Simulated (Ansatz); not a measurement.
# MoS2: 3R against 2H under pressure

Which form of MoS2 has the lower enthalpy, and does pressure change the order? Both are relaxed at the same set pressures.

Calculated with Ansatz 0.2.0, PBE-D3(BJ), PAW files of the set soft_1, cutoff 600 eV, Fermi–Dirac smearing 0.02 eV, k-mesh 10×10×10, no spin polarisation, no spin-orbit coupling.

The 2H cell takes smearing 0.02 eV and a 10×10×3 mesh.

Near zero pressure the 3R cell (R3m, 3 atoms) is a = 6.2672 Å, b = 6.2672 Å, c = 6.2672 Å, α = 29.14°, β = 29.14°, γ = 29.14°; the 2H cell (P6_3/mmc, 6 atoms) is a = 3.1492 Å, b = 3.1492 Å, c = 12.0896 Å, α = 90.00°, β = 90.00°, γ = 120.00°.

| P (GPa) | V, 3R (Å³) | V, 2H (Å³) | ΔE (meV) | ΔH = ΔE + PΔV (meV) |
| --- | --- | --- | --- | --- |
| −1 | 52.963 | 53.187 | 1.2 | −0.2 |
| 0 | 51.635 | 51.916 | 1.4 | 1.4 |
| 1 | 50.641 | 50.942 | 1.4 | 3.3 |
| 2 | 49.808 | 50.152 | 1.0 | 5.3 |
| 6 | 47.438 | 47.798 | 0.6 | 14.1 |
| 8 | 46.540 | 46.889 | 1.1 | 18.6 |

Values are for a formula unit, differences are 2H less 3R, and 1 GPa Å³ = 6.2415 meV. **Question.** Give ΔH at 4 GPa, a row left out above, and the pressure at which the two forms cross, if they do.

Least squares with ΔH = h0 + h1 P + h2 P² gives h0 = 1.5 meV, h1 = 1.85 meV/GPa and h2 = 0.038 meV/GPa². Since dH/dP = V, the slope should equal ΔV: 0.281 Å³ × 6.2415 = 1.75 meV/GPa at 0 GPa. At 4 GPa the fit gives 9.5 meV. The run itself gives 9.6 meV, so the estimate misses by 0.1 meV, a rounding's worth.

ΔH passes through zero at −0.8 GPa, below which the 2H form is lower. Differences of a few meV are within the error of the method, so the order near zero pressure isn't settled. This compares two forms alone, at zero temperature, without vibrations or barriers; other forms may lie lower.
